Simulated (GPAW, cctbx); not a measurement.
# Na2SrNbSb: what bonding does to one electron reflection, worked out

Na2SrNbSb, P4/nmm (no. 129, origin choice 1), a = 5.5055 Å, b = 5.5055 Å, c = 10.4884 Å, α = 90.00°, β = 90.00°, γ = 90.00°.

```
atom  mult.    x    y       z
 Sb1      2    0    0     1/2
 Nb1      2  1/2    0  0.9656
 Sr1      2    0  1/2  0.7154
 Na1      2  1/2  1/2       0
 Na2      2    0  1/2  0.3412
```

The start was made by putting kin elements into a known structure type; the compound need not exist, or be stable, in this form.

A DFT run (GPAW, PBE, 450 eV, 4×4×3 k-points (along the axes of the calculation cell), Fermi–Dirac width 0.1 eV) gives the static X-ray structure factor of 002 as 112.965 e for the conventional cell; superposed free atoms give 112.330 e. **Problem.** Find the Fourier component V of the crystal potential and the two-beam extinction distance at 300 kV in both cases.

## 1. Geometry

The cell volume is Ω = 317.91 Å³ and d(002) = 5.2442 Å, so g = 1/d = 0.1907 Å⁻¹.

## 2. The nuclei

Electrons feel nuclei as well as electrons, so the nuclear charges are summed with the same phases.

Phase sums Σ exp(2πi h·x), turned so that the total is real and positive: Sb +2.000, Nb +1.815, Sr -1.813, Na +1.176. Then F_Z = 51 × (+2.000) + 41 × (+1.815) + 38 × (-1.813) + 11 × (+1.176) = 120.46 e. The electron term has the same sign for this reflection.

## 3. Mott–Bethe

Poisson's equation, term by term, gives V = (e/4πε₀)(F_Z − F)/(πΩg²), with e/4πε₀ = 14.3996 V Å.

The prefactor is 14.3996 × 5.2442²/(π × 317.91) = 0.39651 V per electron. Free atoms: (120.46 − 112.330) × 0.39651 = 3.223 V. Crystal: (120.46 − 112.965) × 0.39651 = 2.971 V. F changes by +0.57 % and V by -7.8 %: the same 0.64 e is measured against F_Z − F = 8.1 e in place of F = 112.3 e.

## 4. Extinction distance

In the two-beam case ξ = 1/(λU) with U = 2γm₀eV/h², that is ξ = 150.41 V Å²/(γλV).

At 300 kV, λ = 0.01969 Å and γ = 1.5871. Free atoms: ξ = 1494 Å. Crystal: ξ = 1620 Å. The thickness fringes go as sin²(πt/ξ), so the two patterns slip by a quarter of a period when t|1/ξ₁ − 1/ξ₀| = 1/4, at t ≈ 478 nm. Thermal motion, absorption and many-beam coupling, left out here, change a real pattern.

## 5. Answer

V(002) is 2.97 V against 3.22 V, and ξ is 1620 against 1494 Å. Limits: static atoms, two beams.

[Outputs are excerpts: Python notices, other lines and further rows are left out; steps that failed or that the build refused (PBEsol, TPSS) are not shown.]

[Logs are printed without paths, hosts, clocks, repeated set-up lines and the standing remarks that a program may print on its own settings, such as how far it seeks lower states.]
